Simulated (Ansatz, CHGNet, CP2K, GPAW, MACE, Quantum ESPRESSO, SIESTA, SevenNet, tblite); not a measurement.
## Al54Cu46 (at. %) with crystalline order left by the classical run (111 atoms): runs against a plane-wave reference

Density of this cell: 4.99 g/cm³. The cell holds 111 atoms: 60 Al and 51 Cu. Its edges and angles: a = 11.739 Å, b = 11.739 Å, c = 11.739 Å, α = 90.0°, β = 90.0°, γ = 90.0°. 111 atoms (60 Al, 51 Cu) placed at random at 4.5 g/cm³, melted at 1800 K for 10 ps at fixed volume with the EAM Al-Cu potential (Cai and Ye, Phys. Rev. B 54, 8398 (1996)). Quenched from 1300 K to 300 K at 500 K/ps and zero pressure, held 5 ps, then minimised at fixed cell. Then every atom was moved at random, 0.03 Å r.m.s. a Cartesian component.

Geometry: as built.

The reference, a calculation:

| Item | Value |
| --- | --- |
| method | Kohn-Sham DFT, PBE, PAW, plane waves (Ansatz 0.2.0); cutoff 420 eV, Γ point, fermi-dirac smearing of 0.05 eV; PAW set soft_2 |
| r.m.s. force component | 0.3363 eV/Å |
| longest force | 1.484 eV/Å |
| pressure | -1.406 GPa |
| SCF cycles | 11 |
| time | 25 s on 8 threads of Arm Neoverse V2, shared host |
| CPU time | 3.2 min |

In doubt: a PseudoDojo file used here is known to give poor structures and forces (SIESTA), which bears on pressures, cells, forces and phonons.

Q: Estimate the differences from the reference, the CPU time and the memory of each run.
- SIESTA PBE, DZP, shift 0.01 Ry, mesh 500 Ry (SIESTA 5.4.2; 4 MPI ranks)
- GPAW PBE, LCAO szp(dzp), h 0.2 Å (GPAW 26.7.0; 1 thread)
- QE PBE, sssp-1.3.0-efficiency, 60/480 Ry (Quantum ESPRESSO 7.5; 4 MPI ranks)
- CP2K PBE, SZV-MOLOPT-SR, 800/50 Ry, diagonalisation (CP2K 2026.2; 2 threads)
- SIESTA PBE, DZ, shift 0.01 Ry, mesh 500 Ry (SIESTA 5.4.2; 2 MPI ranks)
- SevenNet 0 potential (SevenNet 0; 1 thread)
- GPAW PBE, LCAO dzp, h 0.2 Å (GPAW 26.7.0; 2 MPI ranks)
- CHGNet 0.3.0 potential (CHGNet 0.3.0; 1 thread)
- tblite GFN1-xTB (tblite 0.8.0; 1 thread)
- MACE MP-0b2 small potential (MACE MP-0b2 small; 1 thread)

Differences are against the plane-wave reference, forces as r.m.s. over components; share is that over the reference's r.m.s. force, slope the least-squares factor from reference forces to these. Total energies of different programs have different zeros and aren't compared.

```
                                                         run  Δ force, r.m.s. (meV/Å)  share (%)   slope  Δ pressure (GPa)  cores  CPU time  memory (GiB)
                                                   reference                        -          -       -                 -      8   3.2 min           2.9
                 SIESTA PBE, DZP, shift 0.01 Ry, mesh 500 Ry                     36.2       10.8   1.008            -0.846      4    29 min           4.6
                   GPAW PBE, LCAO szp(dzp), h 0.2 Å (coarse)                     63.4       18.8   0.977                 -      1   9.9 min           2.5
                    QE PBE, sssp-1.3.0-efficiency, 60/480 Ry                     2.16      0.641   1.002            -0.017      4    31 min           7.5
CP2K PBE, SZV-MOLOPT-SR, 800/50 Ry, diagonalisation (coarse)                      144       42.7   1.133              8.36      2   7.5 min           5.5
         SIESTA PBE, DZ, shift 0.01 Ry, mesh 500 Ry (coarse)                      160       47.5   1.006              4.56      2    11 min           2.5
                                        SevenNet 0 potential                      147       43.7   0.886             -1.86      1     6.8 s           1.0
                                 GPAW PBE, LCAO dzp, h 0.2 Å                     25.4       7.56   1.004                 -      2    15 min           3.0
                                      CHGNet 0.3.0 potential                      152       45.3   0.805             -1.57      1     3.8 s           1.8
                                             tblite GFN1-xTB                      561        167  -0.012              25.6      1      16 s          0.22
                                 MACE MP-0b2 small potential                      145       43.3   0.865             -1.67      1     5.8 s          0.67
```

Rows marked coarse were listed beforehand as settings not expected to be converged; some can still land near the reference.

Times of the machine-learned potentials are mostly Python's start and the loading of weights.

CPU time is summed over cores on a shared host, where runs went side by side, so it is rough. Symmetry, cutoffs, thresholds, outputs and thread counts weren't matched or tuned between programs; memory under MPI is the largest rank's times the ranks.

PBE on plane waves or a grid with other potentials, cutoffs or grids, coarse settings apart, differs from the reference by 0.64 % (QE PBE, sssp-1.3.0-efficiency, 60/480 Ry) of the r.m.s. force; this holds the reference's own error, so differences of a few per cent don't tell which side is nearer the exact PBE result (QE's 60 Ry are 816 eV, against the reference's 420 eV). The PBE runs in local orbitals, coarse settings apart, differ by 7.6 % (GPAW PBE, LCAO dzp, h 0.2 Å) to 11 % (SIESTA PBE, DZP, shift 0.01 Ry, mesh 500 Ry); basis, grid and potentials can all enter. Tight binding differs by 167 % (tblite GFN1-xTB); it is another model, with fitted parameters of its own, and the xTB methods hold dispersion. Machine-learned potentials differ by 43 % (MACE MP-0b2 small potential) to 45 % (CHGNet 0.3.0 potential); they were trained on other programs' data. The cause of differences this large wasn't tested. Among those trained on PBE data the slope goes as low as 0.81, with a correlation of 0.89, so directions differ as well as sizes. Periodic xTB results under one method name differ between programs and library versions. The electron count is odd in these runs, and they have no spin polarisation, so the unpaired electron is spread evenly over both spins. Machine-learned potentials mimic data converged in k, so the reference's own k-point error enters their differences. The network of bonds at the start is that of the classical potential that made the cell, and needn't be the one that DFT or experiment would give. The electron count is odd and the run has no spin polarisation, so levels at the top are partly filled by construction. The electronic-structure runs sample only Γ, in a cell whose shortest periodic width is 12 Å, which is coarse for a cell with partly filled levels.

[Logs are printed without paths, hosts, clocks, repeated set-up lines and the standing remarks that a program may print on its own settings, such as how far it seeks lower states.]

[Hosts, paths, dates, database ids (printed as entryN), source tags and the programs' standing remarks are cut or masked in the printed files.]
